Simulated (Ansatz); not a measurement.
# Phonons of CuPd (Skaergaardite, Pm-3m) against volume

Aim: how the phonons of CuPd (Skaergaardite, Pm-3m) shift with volume, and the thermal expansion that follows.

Main program and level: Ansatz 0.2.0; DFT PBEsol, scalar-relativistic, plane waves, PAW.

The database entry behind the starting cell differs from later determinations by our own check (about 0.35 % long), so it need not match the best structure at ambient conditions.

### Step 1. Starting point

The structure is cubic, space group Pm-3m (No. 221). Conventional cell: a = 2.961 Å, b = 2.961 Å, c = 2.961 Å, α = 90.00°, β = 90.00°, γ = 90.00°. Nearest to Cu lie 8 Pd at 2.56 Å. Nearest to Pd lie 8 Cu at 2.56 Å. Farther neighbours are not listed.

Coordinates:

```cif
data_structure
_symmetry_space_group_name_H-M 'P 1'
_symmetry_Int_Tables_number 1
_cell_length_a 2.9613
_cell_length_b 2.9613
_cell_length_c 2.9613
_cell_angle_alpha 90.000
_cell_angle_beta 90.000
_cell_angle_gamma 90.000
_cell_volume 25.97
loop_
_atom_site_label
_atom_site_type_symbol
_atom_site_fract_x
_atom_site_fract_y
_atom_site_fract_z
_atom_site_occupancy
Cu1 Cu 0.00000 0.00000 0.00000 1
Pd2 Pd 0.50000 0.50000 0.50000 1
```

### Step 2. Response at finite wavevector

The cell comes from relaxations at this level that are not shown. Stability and thermal properties need the whole zone. Linear response on a 4×4×4 q mesh gives force constants as far as a supercell of that size would.

input.yaml

```yaml
crystal:
  lattice:
    - [2.9612935325, 0.0, 0.0]
    - [0.0, 2.9612935325, 0.0]
    - [0.0, 0.0, 2.9612935325]
  atoms:
    - { symbol: Cu, position: [0.0, 0.0, 0.0] }
    - { symbol: Pd, position: [0.5, 0.5, 0.5] }
kpoints:
  mp_grid: { grid: [16, 16, 16] }
hamiltonian:
  xc: pbesol
scf:
  occupations: { method: methfessel_paxton, width: 0.2 }
output:
  eigenvalues: true
phonons:
  method: dfpt
  qmesh: [4, 4, 4]
  temperatures: { t_max: 1000, t_step: 50 }
  qpath:
    path:
      - [[0.0, 0.0, 0.0], [0.0, 0.5, 0.0], [0.5, 0.5, 0.0], [0.0, 0.0, 0.0], [0.5, 0.5, 0.5], [0.0, 0.5, 0.0]]
      - [[0.5, 0.5, 0.5], [0.5, 0.5, 0.0]]
    npoints: 10
```

Launch:

```console
$ ansatz run input.yaml --threads 4 --pin off --max-ram 7168MiB --backend cpu --events-out ev --progress --plain --runs-dir out
```

Numbers of over 12 decimals in the logs are rounded to 6 here.

Output:

```text
Engine: ansatz 0.2.0, aarch64-unknown-linux-gnu
Pseudopotentials: kind: paw
Pseudopotential: Cu, paw, valence charge 19, recommended cutoff 420 eV (normal), Cu.paw.azcp
Pseudopotential: Pd, paw, valence charge 18, recommended cutoff 420 eV (normal), Pd.paw.azcp
Functional definition: PBEsol
  exchange = pbesol_x
  correlation = pbesol_c
Crystal: 2 atoms, lattice volume = 25.968 Å³
Basis set: ecut = 420 eV, 485 PW (Γ), exchange–correlation on 40×40×40 points (8 copies of the dense FFT grid, shifted against one another)
Bands: 23, of which v1, the nominal top of the filled ones, is band 19 counted from 1 (18 counted from 0)
Symmetry: 48 space group operations
k-points: 165 of 4096
Non-local potential: Cu, projectors of the file, l = 0: 3, l = 1: 2, l = 2: 3, l = 3: 1
Non-local potential: Pd, projectors of the file, l = 0: 2, l = 1: 2, l = 2: 2, l = 3: 1
PAW form: soft (Blöchl's): semilocal exchange-correlation on the pseudo side does not see the compensation charge
PAW frozen core: Cu, regenerated for the run's functional, and the local potential with it (the file was generated under x = pbe(κ = 0.804, μ = 0.219515), c = pbe(β = 0.066725))
PAW frozen core: Pd, regenerated for the run's functional, and the local potential with it (the file was generated under x = pbe(κ = 0.804, μ = 0.219515), c = pbe(β = 0.066725))
PAW one-centre angular grid: Cu, 590 points (default); XC on 64 Gauss nodes
PAW one-centre angular grid: Pd, 590 points (default); XC on 64 Gauss nodes
Initial density: superposition of atomic densities (neutral atoms: chi_scale 0, normalization atom), corrected by the library's trained network
Initial wavefunctions: pseudopotential atomic-orbital guess
Functional: x = pbesol(κ = 0.804, μ = 0.123457), c = pbesol(β = 0.046)
SCF iter   1: F=—  HF=-13495.643345 eV  |F-HF|=—  |Δ(HF+E_count)|=         —  Δρ=1.56e-2  dr2=3.63e-2  ethr=1.77e-3  ⟨swp⟩=5.0  Hψ=15337  notcnv=0
preconditioner: auto → none  [metal: Δε(μ)=0.019 eV  Ē_g=10.761 eV  σ=0.200 eV  W_gap=0.08  n_scr=6 (ndim 8)  ℏωp=33.4 eV  f_vac=0.000  D(μ)=1.68/eV (n_scr^D=18)  sad-step TF]
SCF iter   2: F=—  HF=-13495.636591 eV  |F-HF|=—  |Δ(HF+E_count)|=   6.75e-3  S|Δr|=    0.00e0  Δρ=4.81e-3  dr2=4.23e-3  ethr=9.80e-5  ⟨swp⟩=2.4  Hψ=6971  notcnv=0
SCF iter   3: F=—  HF=-13495.635698 eV  |F-HF|=—  |Δ(HF+E_count)|=   8.93e-4  S|Δr|=    0.00e0  Δρ=8.81e-4  dr2=9.73e-5  ethr=1.14e-5  ⟨swp⟩=2.7  Hψ=5865  notcnv=0
SCF iter   4: F=—  HF=-13495.635673 eV  |F-HF|=—  |Δ(HF+E_count)|=   2.46e-5  S|Δr|=    0.00e0  Δρ=1.66e-4  dr2=4.74e-6  ethr=2.63e-7  ⟨swp⟩=1.2  Hψ=3984  notcnv=0
SCF iter   5: F=—  HF=-13495.635672 eV  |F-HF|=—  |Δ(HF+E_count)|=   1.33e-6  S|Δr|=    0.00e0  Δρ=2.95e-5  dr2=1.32e-7  ethr=1.28e-8  ⟨swp⟩=2.6  Hψ=5482  notcnv=0
SCF iter   6: F=—  HF=-13495.635668 eV  |F-HF|=—  |Δ(HF+E_count)|=   4.16e-6  S|Δr|=    0.00e0  Δρ=1.56e-6  dr2=1.70e-10  ethr=3.57e-10  ⟨swp⟩=2.5  Hψ=5662  notcnv=0
SCF iter   7: F=-13495.635668 eV  HF=-13495.635668 eV  |F-HF|=3.64e-12  |Δ(HF+E_count)|=  4.00e-11  S|Δr|=    0.00e0  Δρ=9.18e-8  dr2=4.01e-13  ethr=1.00e-12  ⟨swp⟩=6.4  Hψ=17932  notcnv=0
SCF 1 converged in 7 iterations: F = -13495.635668 eV  dr2 = 4.01e-13
  greatest PAW one-centre occupation: 1.000 electrons in one spin orbital (limit 2), on the Cu atom at site 0 (counted from 0), in its partial waves of l = 0
phonons: the bands overlap, so this run is a metal and interpolates without the dipole-dipole term. If the crystal is really an insulator or semiconductor, its LO-TO splitting is missing
NSCF: frozen V_eff on 165 k-points
NSCF: frozen V_eff on 405 k-points
DFPT response loops at q = (0, 0, 0) (fractional): preconditioner auto → Kerker (q_TF=auto, 2.894 Å⁻¹) (partly filled bands, converged f_vac=0.000); β = 1.00, the filter's whole step (`scf.mixing.beta` (0.50) is not read by the response loops under this deck's `scf.mixing.preconditioner`; to damp them name `kerker` or `kerker_dos`, under which they read `scf.mixing.beta`, and type it under 1.00, their step now; both keys bind the ground state too); Broyden in place of MSR1
NSCF: frozen V_eff on 2592 k-points
DFPT response loops at q = (0, 0, 0.25) (fractional): mixed as the last ones told, above
NSCF: frozen V_eff on 1458 k-points
DFPT response loops at q = (0, 0, -0.5) (fractional): mixed as the last ones told, above
NSCF: frozen V_eff on 4608 k-points
DFPT response loops at q = (0, 0.25, 0.25) (fractional): mixed as the last ones told, above
NSCF: frozen V_eff on 2592 k-points
DFPT response loops at q = (0, 0.25, -0.5) (fractional): mixed as the last ones told, above
NSCF: frozen V_eff on 1458 k-points
DFPT response loops at q = (0, -0.5, -0.5) (fractional): mixed as the last ones told, above
NSCF: frozen V_eff on 4352 k-points
DFPT response loops at q = (0.25, 0.25, 0.25) (fractional): mixed as the last ones told, above
NSCF: frozen V_eff on 4608 k-points
DFPT response loops at q = (0.25, 0.25, -0.5) (fractional): mixed as the last ones told, above
NSCF: frozen V_eff on 2592 k-points
DFPT response loops at q = (0.25, -0.5, -0.5) (fractional): mixed as the last ones told, above
NSCF: frozen V_eff on 810 k-points
DFPT response loops at q = (-0.5, -0.5, -0.5) (fractional): mixed as the last ones told, above
SCF converged after 7 iterations
Stability not checked: this state was not tested for a lower state beside it, because cold or Methfessel-Paxton smearing, or corrected tetrahedra, fill the levels in a way that the test cannot read (fill_not_monotonic; see scf.lower_state_search)
Free energy (F): -13495.635668 eV
Harris-Foulkes:  -13495.635668 eV  (|F-HF|=3.64e-12)
Internal energy: -13495.642187 eV  (E = F + TS)
E sigma→0 (E₀):  -13495.637297 eV
Entropy (-TS):   0.006519 eV (3.260 meV/atom)
Fermi energy:    18.417646 eV
--- Per-component energies (eV) ---
  E_band       = -469.445508
  E_kinetic    = 815.068367
  E_local      = -5801.560146  (includes V_loc(G=0)·N_el)
  E_nonlocal   = 612.396408
  E_hartree    = 2506.463161
  E_xc         = -257.054248
  E_vxc        = -327.029194  (∫ρ·V_xc dr)
  E_paw        = -5312.462938  (= ΣΔE_a)
  E_vpaw       = -781.247822  (= ΣTr[D̂ρ^β])
  E_aug_tail   = 0.000567  (compensation charges beyond the density's cutoff)
  E_ewald      = -6059.002085
  E_core_change = 0.508726  (= ΣΔE_core)
  E_smearing   = 0.006519  (= −TS)
  E_closure    = 0.000000  (closes the sum)
  Σ components = -13495.635668   (vs F -13495.635668, Δ=0.00e0)
--- Band table (eV; the first three rows and the last of 165) ---
  k-point 0: bands = [... 15 lower, 17.3177, 18.3336, 18.3336, 18.3336, 27.4343, 27.4343, 27.4343, 34.6728]
  k-point 1: bands = [... 15 lower, 17.3307, 18.2585, 18.2585, 18.3109, 26.9521, 27.5956, 27.5956, 34.6101]
  k-point 2: bands = [... 15 lower, 17.3688, 18.0519, 18.0519, 18.2439, 25.8096, 28.0594, 28.0594, 34.4319]
  k-point 164: bands = [... 15 lower, 17.1884, 18.2680, 18.2680, 24.9020, 26.4680, 26.4680, 26.4680, 27.9160]
--- Phonons (Γ-DFPT): 2 representative perturbations + reference (Σ response iterations 8) ---
  ASR residual: 4.028e-5 → 0.000e0 eV/Å²; symmetrization residual: 5.389e-6 eV/Å²
  ASR residual per site (eV/Å²): 2.21e-5 4.03e-5
  Γ frequencies (cm⁻¹): 0.00 0.00 0.00 223.44 223.44 223.44
--- Phonons (arbitrary-q DFPT): 10 irreducible q on the 4×4×4 mesh ---
  q = [0.0000, 0.0000, 0.0000] (star 1, of the zone-centre solve; hermiticity 1.48e-6, symmetrization 1.91e-12): -0.00 0.00 0.00 223.44 223.44 223.44
  q = [0.0000, 0.0000, 0.2500] (star 6, 4 solved perturbations in 4032 linear systems a pass and spin channel, the states on 1296 of 4096 k-point pairs; hermiticity 1.74e-6, symmetrization 2.03e-12): 84.67 84.67 112.35 210.82 210.82 220.79
  q = [0.0000, 0.0000, -0.5000] (star 3, 4 solved perturbations in 2268 linear systems a pass and spin channel, the states on 729 of 4096 k-point pairs; hermiticity 8.65e-9, symmetrization 7.67e-9): 136.58 136.58 176.64 189.19 189.19 197.98
  q = [0.0000, 0.2500, 0.2500] (star 12, 4 solved perturbations in 7056 linear systems a pass and spin channel, the states on 2304 of 4096 k-point pairs; hermiticity 1.32e-6, symmetrization 3.32e-13): 37.36 108.84 158.06 194.16 200.84 234.44
  q = [0.0000, 0.2500, -0.5000] (star 12, 6 solved perturbations on 1296 of 4096 k-point pairs; hermiticity 1.59e-6, symmetrization 4.36e-9): 95.08 107.32 134.56 185.57 225.94 230.01
  q = [0.0000, -0.5000, -0.5000] (star 3, 4 solved perturbations in 2268 linear systems a pass and spin channel, the states on 729 of 4096 k-point pairs; hermiticity 4.70e-6, symmetrization 6.01e-11): 49.60 49.60 134.05 183.41 245.44 245.44
  q = [0.2500, 0.2500, 0.2500] (star 8, 2 solved perturbations on 2176 of 4096 k-point pairs; hermiticity 1.16e-6, symmetrization 1.07e-12): 95.52 95.52 130.08 210.34 217.94 217.94
  q = [0.2500, 0.2500, -0.5000] (star 12, 4 solved perturbations in 7056 linear systems a pass and spin channel, the states on 2304 of 4096 k-point pairs; hermiticity 2.34e-6, symmetrization 1.03e-8): 88.76 101.06 148.86 187.31 224.00 227.47
  q = [0.2500, -0.5000, -0.5000] (star 6, 4 solved perturbations in 4032 linear systems a pass and spin channel, the states on 1296 of 4096 k-point pairs; hermiticity 4.46e-6, symmetrization 3.44e-8): 101.82 101.82 146.91 183.80 225.49 225.49
  q = [-0.5000, -0.5000, -0.5000] (star 1, 2 solved perturbations on 405 of 4096 k-point pairs; hermiticity 5.72e-9, symmetrization 2.86e-9): 160.23 160.23 160.23 179.57 179.57 179.57
  sum rule: each row above includes the acoustic sum rule's correction from the zone centre's row sums; it moved no ω² by more than (0.32 cm⁻¹)²
  mesh force constants: q→R imaginary residual 3.62e-18; ASR residual 4.028e-5 → 0.000e0 eV/Å²; symmetrization residual 1.066e-14 eV/Å²
  interpolated dispersion: 62 rows × 6 modes
  density of states and harmonic sums: on the 24×24×24 q-mesh, interpolated from the force constants of a 4×4×4 supercell (no non-analytic term)
  largest difference from the sums on the solved wave vectors: F 1.12e-2 eV, S 1.52e-5 and C_V 4.02e-6 eV/K
  zero-point energy: 0.059534 eV/cell   skipped modes (ω ≤ 0): 3   left out of the sums: 3.62e-5 of the cell's modes: C_V's classical limit lies that fraction below 3 k_B per atom; for a crystal, a wire or a layer, F and S can be off by more, and a phonons.interpolated_qmesh denser along its periods is the remedy for the sampling
```

Wall time 9.8 min (4 threads of Arm Neoverse V1, shared host); peak memory 3.5 GiB.

Numbers from this step:

```yaml
volume_per_atom: 12.98 Å³
gap_on_the_k_mesh: 0 eV
sum_rule_residual_before_enforcement: 4.03e-5 eV/Å²
lowest_frequency_on_the_path: 0 cm⁻¹
point_group: m-3m
highest_frequency_on_the_path_or_at_a_solved_wavevector: 245.4 cm⁻¹
mean_frequency: 160.1 cm⁻¹
debye_temperature_second_moment: 317 K
logarithmic_mean_frequency: 146.8 cm⁻¹
highest_optical_mode_at_the_zone_centre_no_lo_to_term: 223.4 cm⁻¹
lowest_optical_zone_centre_mode: 223.4 cm⁻¹
lowest_mode_on_the_q_mesh_acoustic_modes_at_gamma_apart: 37.36 cm⁻¹
zero_point_energy_per_atom: 29.77 meV
heat_capacity_at_300_k: 23.62 J/(mol atoms K)
vibrational_entropy_at_300_k: 34.38 J/(mol atoms K)
```

Frequencies (cm⁻¹) solved at each irreducible wavevector; negative means imaginary. Frequencies by wavevector, by row:

```tsv
q in reciprocal lattice units	star	mode 1	mode 2	mode 3	mode 4	mode 5	mode 6
0 0 0	1	0	0	0	223.4	223.4	223.4
0 0 0.25	6	84.7	84.7	112.3	210.8	210.8	220.8
0 0 -0.5	3	136.6	136.6	176.6	189.2	189.2	198
0 0.25 0.25	12	37.4	108.8	158.1	194.2	200.8	234.4
0 0.25 -0.5	12	95.1	107.3	134.6	185.6	225.9	230
0 -0.5 -0.5	3	49.6	49.6	134.1	183.4	245.4	245.4
0.25 0.25 0.25	8	95.5	95.5	130.1	210.3	217.9	217.9
0.25 0.25 -0.5	12	88.8	101.1	148.9	187.3	224	227.5
0.25 -0.5 -0.5	6	101.8	101.8	146.9	183.8	225.5	225.5
-0.5 -0.5 -0.5	1	160.2	160.2	160.2	179.6	179.6	179.6
```

Symmetry leaves 10 wavevectors to solve. The lowest mode among them, the acoustic zeros apart, lies at q = (0, 0.25, 0.25) and is real, 37.4 cm⁻¹.

### Step 3. Relaxing at another volume, volume ratio 0.97

The volume is scaled by 0.97 and held; symmetry leaves nothing to relax, so this is a single point. The modes can then be followed against volume.

input.yaml, the sections that differ from step 2:

```yaml
crystal:
  lattice:
    - [2.9313794314, 0.0, 0.0]
    - [0.0, 2.9313794314, 0.0]
    - [0.0, 0.0, 2.9313794314]
  atoms:
    - { symbol: Cu, position: [0.0, 0.0, 0.0] }
    - { symbol: Pd, position: [0.5, 0.5, 0.5] }
output:
  forces: true
  stress: true
  eigenvalues: true
# kpoints, hamiltonian, scf: as in step 2
# phonons: removed
```

Output:

```text
[...]
Crystal: 2 atoms, lattice volume = 25.189 Å³
Basis set: ecut = 420 eV, 461 PW (Γ), exchange–correlation on 40×40×40 points (8 copies of the dense FFT grid, shifted against one another)
Bands: 23, of which v1, the nominal top of the filled ones, is band 19 counted from 1 (18 counted from 0)
Symmetry: 48 space group operations
[...]
k-points: 165 of 4096
[...]
--- Band table (eV; the first three rows and the last of 165) ---
  k-point 0: bands = [... 15 lower, 18.0317, 19.0995, 19.0995, 19.0995, 28.3244, 28.3244, 28.3244, 35.7362]
  k-point 1: bands = [... 15 lower, 18.0455, 19.0199, 19.0199, 19.0755, 27.8425, 28.4919, 28.4919, 35.6638]
  k-point 2: bands = [... 15 lower, 18.0858, 18.8016, 18.8016, 19.0049, 26.6947, 28.9732, 28.9732, 35.4604]
  k-point 164: bands = [... 15 lower, 17.9011, 19.0296, 19.0296, 25.8337, 27.3740, 27.3740, 27.3740, 28.8937]
[key lines of the parts left out:]
SCF converged after 6 iterations
Free energy (F): -13495.621292 eV
Fermi energy:    19.181637 eV
P = ⅓ Tr σ = 6.1035 GPa (61.035 kbar)
```

Run time: 1.5 s. Hardware: 4 threads; peak memory 0.38 GiB.

Numbers from this step:

- pressure: 6.104 GPa
- volume per atom: 12.59 Å³

The run ends at a pressure of 6.10 GPa.

### Step 4. Phonons at the other volume, volume ratio 0.97

The phonons are repeated at this volume on the same k and q meshes.

input.yaml, the sections that differ from step 3:

```yaml
output:
  eigenvalues: true
phonons:
  method: dfpt
  qmesh: [4, 4, 4]
  temperatures: { t_max: 1000, t_step: 50 }
  qpath:
    path:
      - [[0.0, 0.0, 0.0], [0.0, 0.5, 0.0], [0.5, 0.5, 0.0], [0.0, 0.0, 0.0], [0.5, 0.5, 0.5], [0.0, 0.5, 0.0]]
      - [[0.5, 0.5, 0.5], [0.5, 0.5, 0.0]]
    npoints: 10
# crystal, kpoints, hamiltonian, scf: as in step 3
```

Output:

```text
[...]
Crystal: 2 atoms, lattice volume = 25.189 Å³
Basis set: ecut = 420 eV, 461 PW (Γ), exchange–correlation on 40×40×40 points (8 copies of the dense FFT grid, shifted against one another)
Bands: 23, of which v1, the nominal top of the filled ones, is band 19 counted from 1 (18 counted from 0)
Symmetry: 48 space group operations
k-points: 165 of 4096
[...]
SCF iter   1: F=—  HF=-13495.628621 eV  |F-HF|=—  |Δ(HF+E_count)|=         —  Δρ=1.57e-2  dr2=3.49e-2  ethr=1.77e-3  ⟨swp⟩=5.0  Hψ=15386  notcnv=0
[...]
SCF iter   7: F=-13495.621292 eV  HF=-13495.621292 eV  |F-HF|=3.64e-12  |Δ(HF+E_count)|=  8.55e-11  S|Δr|=    0.00e0  Δρ=1.06e-7  dr2=5.30e-13  ethr=1.00e-12  ⟨swp⟩=6.3  Hψ=17798  notcnv=0
SCF 1 converged in 7 iterations: F = -13495.621292 eV  dr2 = 5.30e-13
[...]
NSCF: frozen V_eff on 165 k-points
WARN: eigensolver did not converge (k=110): 1 band(s) unlocked after 20 sweeps at ethr=1.09e-12 eV (storage-precision floor; scheduled 1.00e-12 eV) (lowest unlocked band 22, counted from 0; max residual 1.82e-6 eV among the unlocked bands, 1.82e-6 eV over every band; other slots of this pass that fall short are told together in one closing line; warning suppressed until the next SCF loop or pass starts)
[...]
SCF converged after 7 iterations
[...]
Free energy (F): -13495.621292 eV
[...]
Internal energy: -13495.627154 eV  (E = F + TS)
E sigma→0 (E₀):  -13495.622757 eV
Entropy (-TS):   0.005862 eV (2.931 meV/atom)
Fermi energy:    19.181636 eV
[...]
--- Band table (eV; the first three rows and the last of 165) ---
  k-point 0: bands = [... 15 lower, 18.0317, 19.0995, 19.0995, 19.0995, 28.3244, 28.3244, 28.3244, 35.7362]
  k-point 1: bands = [... 15 lower, 18.0455, 19.0199, 19.0199, 19.0755, 27.8425, 28.4919, 28.4919, 35.6638]
  k-point 2: bands = [... 15 lower, 18.0858, 18.8016, 18.8016, 19.0049, 26.6947, 28.9732, 28.9732, 35.4604]
  k-point 164: bands = [... 15 lower, 17.9011, 19.0296, 19.0296, 25.8337, 27.3740, 27.3740, 27.3740, 28.8937]
[...]
ASR residual: 5.252e-5 → 0.000e0 eV/Å²; symmetrization residual: 1.052e-5 eV/Å²
  ASR residual per site (eV/Å²): 1.93e-6 5.25e-5
  Γ frequencies (cm⁻¹): 0.00 0.00 0.00 238.49 238.49 238.49
--- Phonons (arbitrary-q DFPT): 10 irreducible q on the 4×4×4 mesh ---
[...]
interpolated dispersion: 62 rows × 6 modes
[...]
```

Wall time 10 min (4 threads); peak memory 3.4 GiB; 40 min of CPU time.

This step gave:

```
sum-rule residual before enforcement                    : 5.25e-5 eV/Å²
highest frequency on the path or at a solved wavevector : 263.9 cm⁻¹
mean frequency                                          : 171.2 cm⁻¹
Debye temperature (second moment)                       : 339 K
logarithmic mean frequency                              : 156.9 cm⁻¹
highest optical mode at the zone centre (no LO-TO term) : 238.5 cm⁻¹
lowest optical zone-centre mode                         : 238.5 cm⁻¹
lowest mode on the q mesh (acoustic modes at Γ apart)   : 40.21 cm⁻¹
zero-point energy per atom                              : 31.84 meV
heat capacity at 300 K                                  : 23.43 J/(mol atoms K)
vibrational entropy at 300 K                            : 32.81 J/(mol atoms K)
```

Frequencies (cm⁻¹) solved at each irreducible wavevector; negative means imaginary. Frequencies by wavevector, by row:

```tsv
q in reciprocal lattice units	star	mode 1	mode 2	mode 3	mode 4	mode 5	mode 6
0 0 0	1	0	0	0	238.5	238.5	238.5
0 0 0.25	6	89.7	89.7	120.8	224.7	224.7	236.1
0 0 -0.5	3	145.3	145.3	189.9	200.8	200.8	212
0 0.25 0.25	12	40.2	115.4	168.9	207.3	213.9	251.4
0 0.25 -0.5	12	101.1	114.6	143	197.1	242.6	246.8
0 -0.5 -0.5	3	53.6	53.6	142.4	194.9	263.9	263.9
0.25 0.25 0.25	8	102.1	102.1	138.2	225.2	233.6	233.6
0.25 0.25 -0.5	12	94.5	108	159.9	199.8	240.6	244.2
0.25 -0.5 -0.5	6	109.5	109.5	157.7	196.2	242.6	242.6
-0.5 -0.5 -0.5	1	173.3	173.3	173.3	193.3	193.3	193.3
```

The highest optical mode at the zone centre (no LO-TO term) is 238.5 cm⁻¹, +15.1 cm⁻¹ against the base run.

(Continued in part 2 of 2.)

[Logs are printed without paths, hosts, clocks, repeated set-up lines and the standing remarks that a program may print on its own settings, such as how far it seeks lower states.]

[Hosts, paths, dates, database ids (printed as entryN), source tags and the programs' standing remarks are cut or masked in the printed files.]
